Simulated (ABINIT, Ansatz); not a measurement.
# Quasiparticle gap of RbIO3 (R3m) in ABINIT, part 3 of 3

Wanted: ground state, empty states, screening and self-energy for RbIO3 (R3m).

ABINIT 10.8.3; LDA and many-body steps on it, plane waves. Known limits of the many-body steps: not at the basis limit; no spin-orbit coupling; coarse k mesh.

So far. Step 3 (Bands along the symmetry lines): The gap is 2.723 eV, as in the run before at this level. Step 4 (Empty states on the mesh, 2×2×2 mesh, 182 bands): On this mesh the gap is 2.723 eV.

## 5. Screening, 2×2×2 mesh, 166 bands, screening to 176.9 eV

The RPA dielectric matrix is built and inverted for each q.

This step: RPA screening on LDA, plane waves, norm-conserving pseudopotentials.

run.abi

```
acell 3*1.0 Angstrom
rprim 
  3.187728926621 1.840436153888 2.622110720600
  -3.187728926621 1.840436153888 2.622110720600
  -0.000000000000 -3.680872307776 2.622110720600
ntypat 3
znucl 37 53 8
natom 5
typat 1 2 3 3 3
xred 
  0.515642950000 0.515642950000 0.515642950000
  0.001050200000 0.001050200000 0.001050200000
  0.036532590000 0.601941670000 0.036532590000
  0.036532590000 0.036532590000 0.601941670000
  0.601941670000 0.036532590000 0.036532590000
pp_dirpath "pseudos"
pseudos "Rb.upf, I.upf, O.upf"
ecut 36
ngkpt 2 2 2
nshiftk 1
shiftk 0 0 0
kptopt 1
chksymbreak 0
istwfk *1
occopt 1
irdwfk 1
optdriver 3
nband 166
ecuteps 6.5
inclvkb 2
awtr 1
symchi 1
indata_prefix "in"
outdata_prefix "out"
tmpdata_prefix "tmp"
```

Run with:

```console
$ OMP_NUM_THREADS=1 mpirun -n 4 abinit run.abi > log
```

Numbers of over 12 decimals in the logs are rounded to 6 here.

Output:

```text
.Version 10.8.3 of ABINIT. v10.8.2 released Aug 2026.

 Symmetries : space group R3 m (#160); Bravais hR (rhombohedral)
[... echo of the input left out ...]
== DATASET  1 ==================================================================
-   mpi_nproc: 4, omp_nthreads: 1 (-1 if OMP is not activated)

--- !DatasetInfo
iteration_state: {dtset: 1, }
dimensions: {natom: 5, nkpt: 4, mband: 166, nsppol: 1, nspinor: 1, nspden: 1, mpw: 6444, }
cutoff_energies: {ecut:  36.0, pawecutdg:  -1.0, }
electrons: {nelect:   3.40000000E+01, charge:   0.00000000E+00, occopt:   1.00000000E+00, tsmear:   1.00000000E-02, }

 SCREENING: Calculation of the susceptibility and dielectric matrices

 Based on a program developped by R.W. Godby, V. Olevano, G. Onida, and L. Reining.
 Incorporated in ABINIT by V. Olevano, G.-M. Rignanese, and M. Torrent.
.Using double precision arithmetic ; gwpc =  8

[... cell and pseudopotentials left out ...]
--------------------------------------------------------------------------------

 ==== K-mesh for the wavefunctions ====
 Number of points in the irreducible wedge :     4
[... list of points left out ...]
 Together with  6 symmetry operations and time-reversal symmetry
 yields     8 points in the full Brillouin Zone.

 ==== Q-mesh for the screening function ====
 Number of points in the irreducible wedge :     4
[... list of points left out ...]
 Together with  6 symmetry operations and time-reversal symmetry
 yields     8 points in the full Brillouin Zone.

 setmesh: FFT mesh size selected  =    36x   36x   36
          total number of points  =        46656

 vcoul_init : cutoff-mode = AUXILIARY_FUNCTION
 q-points for optical limit:   1
     1)      0.000010    0.000020    0.000030

- screening: taking advantage of time-reversal symmetry
- Maximum band index for partially occupied states nbvw = 17
- Remaining bands to be divided among processors   nbcw = 149
- Number of bands treated by each node ~37

 Number of electrons calculated from density =   34.0000; Expected =   34.0000
 average of density, n =  0.054586
 r_s =    1.6354
 omega_plasma =   22.5369 [eV]

 calculating chi0 at frequencies [eV] :
  1    0.000000E+00    0.000000E+00
  2    0.000000E+00    2.253692E+01

--------------------------------------------------------------------------------
  q-point number  1        q = ( 0.000000, 0.000000, 0.000000) [r.l.u.]
--------------------------------------------------------------------------------
[... chi0 elements left out ...]
 For q-point:  0.000010 0.000020 0.000030
  dielectric constant =   3.9831
  dielectric constant without local fields =   4.7145

  Average fulfillment of the sum rule on Im[epsilon] for q-point    1 :     73.52  [%]
[... wings left out ...]
  q-point number  2        q = ( 0.500000, 0.000000, 0.000000) [r.l.u.]
--------------------------------------------------------------------------------
[... chi0 elements left out ...]
  Average fulfillment of the sum rule on Im[epsilon] for q-point    2 :     79.17  [%]

 [... 2 further q-points ...]
```

It took 83 s on 4 MPI ranks of AMD EPYC 7571, shared host; peak memory 1.2 GiB.

This step gave:

| Item | Value |
| --- | --- |
| ε∞ with local fields, on this mesh, along the program's q direction | 3.983 |
| the same without local fields | 4.715 |
| plasma frequency | 22.54 eV |
| plane waves in the screening matrix | 467 |

Local fields lower ε∞ by 16 %. On a Γ-centred mesh this coarse the value itself is usually too large, while a short band sum pulls it down.

## 6. Self-energy, 2×2×2 mesh, 166 bands, screening to 176.9 eV

The self-energy is evaluated for the states that the input lists, and the levels follow from it, in one-shot runs by the linearised quasiparticle equation.

This step: G0W0 on LDA, plane waves, norm-conserving pseudopotentials.

Edit run.abi of step 5 so:

```diff
@@ -26,8 +26,17 @@
 irdwfk 1
-optdriver 3
+optdriver 4
 nband 166
+gwcalctyp 0
+ecutsigx 36
+symsigma 1
+nkptgw 2
+kptgw 
+  0.5000000000 0.5000000000 0.5000000000
+  0.0000000000 0.0000000000 0.0000000000
+bdgw 
+  16 19
+  14 20
 ecuteps 6.5
-inclvkb 2
-awtr 1
-symchi 1
+irdscr 1
+ppmodel 1
 indata_prefix "in"
```

Output:

```text
.Version 10.8.3 of ABINIT. v10.8.2 released Aug 2026.

 Symmetries : space group R3 m (#160); Bravais hR (rhombohedral)
[... echo of the input left out ...]
== DATASET  1 ==================================================================
-   mpi_nproc: 4, omp_nthreads: 1 (-1 if OMP is not activated)

--- !DatasetInfo
iteration_state: {dtset: 1, }
dimensions: {natom: 5, nkpt: 4, mband: 166, nsppol: 1, nspinor: 1, nspden: 1, mpw: 6444, }
cutoff_energies: {ecut:  36.0, pawecutdg:  -1.0, }
electrons: {nelect:   3.40000000E+01, charge:   0.00000000E+00, occopt:   1.00000000E+00, tsmear:   1.00000000E-02, }

 SIGMA: Calculation of the GW corrections

 Based on a program developped by R.W. Godby, V. Olevano, G. Onida, and L. Reining.
 Incorporated in ABINIT by V. Olevano, G.-M. Rignanese, and M. Torrent.
.Using double precision arithmetic ; gwpc =  8

[... cell and pseudopotentials left out ...]
--------------------------------------------------------------------------------

 ==== K-mesh for the wavefunctions ====
 Number of points in the irreducible wedge :     4
[... list of points left out ...]
 Together with  6 symmetry operations and time-reversal symmetry
 yields     8 points in the full Brillouin Zone.

 ==== Q-mesh for screening function ====
 Number of points in the irreducible wedge :     4
[... list of points left out ...]
 Together with  6 symmetry operations and time-reversal symmetry
 yields     8 points in the full Brillouin Zone.

 vcoul_init : cutoff-mode = AUXILIARY_FUNCTION
 q-points for optical limit:   1
     1)      0.000010    0.000020    0.000030
 setmesh: FFT mesh size selected  =    48x   48x   48
          total number of points  =       110592

 Number of electrons calculated from density =   34.0000; Expected =   34.0000
 average of density, n =  0.054586
 r_s =    1.6354
 omega_plasma =   22.5369 [eV]

 === KS Band Gaps ===
  >>>> For spin  1
   Minimum direct gap =   2.7231 [eV], located at k-point      :   0.5000  0.5000  0.5000
   Fundamental gap    =   2.7231 [eV], Top of valence bands at :   0.5000  0.5000  0.5000
                                       Bottom of conduction at :   0.5000  0.5000  0.5000
 SIGMA fundamental parameters:
 PLASMON POLE MODEL  1
 number of plane-waves for SigmaX                 6421
 number of plane-waves for SigmaC and W            467
 number of plane-waves for wavefunctions          6421
 number of bands                                   166
 number of independent spin polarizations            1
 number of spinorial components                      1
 number of k-points in IBZ                           4
 number of q-points in IBZ                           4
 number of symmetry operations                       6
 number of k-points in BZ                            8
 number of q-points in BZ                            8
 number of frequencies for dSigma/dE                 9
 frequency step for dSigma/dE [eV]                0.25
 number of omega for Sigma on real axis              0
 max omega for Sigma on real axis  [eV]           0.00
 zcut for avoiding poles [eV]                     0.10

 EPSILON^-1 parameters (SCR file):
 dimension of the eps^-1 matrix on file            467
 dimension of the eps^-1 matrix used               467
 number of plane-waves for wavefunctions          6421
 number of bands                                   166
 number of q-points in IBZ                           4
 number of frequencies                               2
 number of real frequencies                          1
 number of imag frequencies                          1

 matrix elements of self-energy operator (all in [eV])

 Perturbative Calculation

--- !SelfEnergy_ee
iteration_state: {dtset: 1, }
kpoint     : [   0.500,    0.500,    0.500, ]
spin       : 1
KS_gap     :    2.723
QP_gap     :    4.564
Delta_QP_KS:    1.841
data: !SigmaeeData |
     Band     E0 <VxcDFT>   SigX SigC(E0)      Z dSigC/dE  Sig(E)    E-E0       E
       16   0.664 -19.417 -24.742   4.719   0.758  -0.319 -19.877  -0.460   0.204
       17   1.146 -16.956 -20.651   2.918   0.787  -0.270 -17.568  -0.612   0.534
       18   3.869 -13.749  -9.596  -2.638   0.812  -0.232 -12.519   1.229   5.098
       19   3.869 -13.749  -9.596  -2.638   0.812  -0.232 -12.519   1.229   5.098

--- !SelfEnergy_ee
iteration_state: {dtset: 1, }
kpoint     : [   0.000,    0.000,    0.000, ]
spin       : 1
KS_gap     :    6.328
QP_gap     :    8.020
Delta_QP_KS:    1.692
data: !SigmaeeData |
     Band     E0 <VxcDFT>   SigX SigC(E0)      Z dSigC/dE  Sig(E)    E-E0       E
       14  -0.023 -18.342 -23.812   4.506   0.762  -0.312 -19.077  -0.736  -0.758
       15  -0.023 -18.740 -23.812   4.506   0.762  -0.312 -19.172  -0.432  -0.455
       16  -0.023 -18.740 -23.812   4.506   0.762  -0.312 -19.172  -0.432  -0.455
       17   0.138 -18.629 -24.108   4.769   0.758  -0.319 -19.167  -0.538  -0.401
       18   6.466  -9.991  -5.178  -3.447   0.844  -0.185  -8.838   1.154   7.619
       19   7.945 -16.739 -11.040  -3.551   0.782  -0.280 -15.061   1.678   9.623
       20   7.945 -16.739 -11.040  -3.551   0.782  -0.280 -15.061   1.678   9.623

== END DATASET(S) ==============================================================
================================================================================

 -outvars: echo values of variables after computation  --------
           etotal      0.0000000000E+00
            nband         166
             nkpt           4
          spgroup         160
 [... the other variables as echoed above ...]

 Calculation completed.
```

Wall time 55 s (4 MPI ranks); peak memory 1.1 GiB.

This step gave:

```
G0W0 gap on the points computed              : 4.564 eV
starting gap on the mesh                     : 2.723 eV
k of the valence top                         : 0.5, 0.5, 0.5
k of the conduction bottom                   : 0.5, 0.5, 0.5
Z at the valence top                         : 0.787
Z at the conduction bottom                   : 0.812
least direct G0W0 gap on the computed points : 4.564 eV
```

The gap on the mesh goes from 2.72 eV to 4.56 eV, a correction of +1.84 eV.

Limits: finite bands, cutoff and mesh; no spin-orbit coupling; coarse k mesh. v1 is the top filled band, c1 the lowest empty one. Levels before and after the correction, in eV, zero at the valence-band top of each column:

```
           conduction bottom  valence top
Kohn-Sham               2.72         0.00
     G0W0               4.56         0.00
```

```
                         level  energy (eV)
Kohn-Sham     (0.5 0.5 0.5) v2       -0.481
Kohn-Sham     (0.5 0.5 0.5) v1        0.000
Kohn-Sham  (0.5 0.5 0.5) c1-c2        2.723
     G0W0     (0.5 0.5 0.5) v2       -0.330
     G0W0     (0.5 0.5 0.5) v1        0.000
     G0W0  (0.5 0.5 0.5) c1-c2        4.564
```

## 7. Where the time went

Times are wall times on 4 MPI ranks of AMD EPYC 7571, shared host, good to a factor of about two.

```
                          step     time  share  memory (GiB)
                  ground state     62 s    9 %          0.39
bands along the symmetry lines  2.6 min   24 %          0.45
      empty states on the mesh  5.1 min   46 %          0.44
                     screening     83 s   12 %           1.2
                   self-energy     55 s    8 %           1.1
```

## 8. Results

| Property | Result |
| --- | --- |
| LDA gap | 2.72 eV, direct |
| G0W0 gap on the mesh | 4.56 eV |
| GW settings | 2×2×2 mesh, 166 bands, screening to 176.9 eV, Godby-Needs plasmon pole |
| known limits | not at the basis limit; no spin-orbit coupling; coarse k mesh |

In words: G0W0 moves the gap on the mesh from 2.72 eV to 4.56 eV (+1.84 eV), with Z of 0.79 and 0.81 at the edges. Local fields lower the RPA ε∞ on this mesh from 4.71 to 3.98; a Γ-centred mesh this coarse tends to raise both, most where the direct gap is narrow, while a short band sum lowers them. Only 2 of the mesh's irreducible points were corrected, so a valley elsewhere could overtake. The dearest step here is «empty states on the mesh». Bands and cutoff are finite, so the gap is not at the basis limit. The miss can reach some tenths of an eV and take either sign; the mesh is an error of its own. In the G0W0 run levels were corrected at 2 k points alone, so a gap called «on the mesh» is the least over those, and an edge elsewhere would be missed. The 2×2×2 mesh is coarse for this cell, which bears on the long-range parts of exchange and screening. The many-body steps are scalar-relativistic: spin-orbit coupling is not in them.

[Paths, hosts, dates, memory and timing lines, banners, echoed tables and standing remarks are left out of the program output.]

[Logs are printed without paths, hosts, clocks, repeated set-up lines and the standing remarks that a program may print on its own settings, such as how far it seeks lower states.]

[Runs of the session that timed out or met a known fault of the program may be left out.]

[Hosts, paths, dates, database ids (printed as entryN), source tags and the programs' standing remarks are cut or masked in the printed files.]

[G0W0 gaps are taken among the corrected bands and points alone; a level outside them can change the order at an edge.]

[Where Ansatz stands beside ABINIT at settings called matched, ABINIT's density can come from a denser mesh and the files from another edition; pairs whose starting gaps differed by over 0.03 eV were left out, so agreement reads better than it is.]
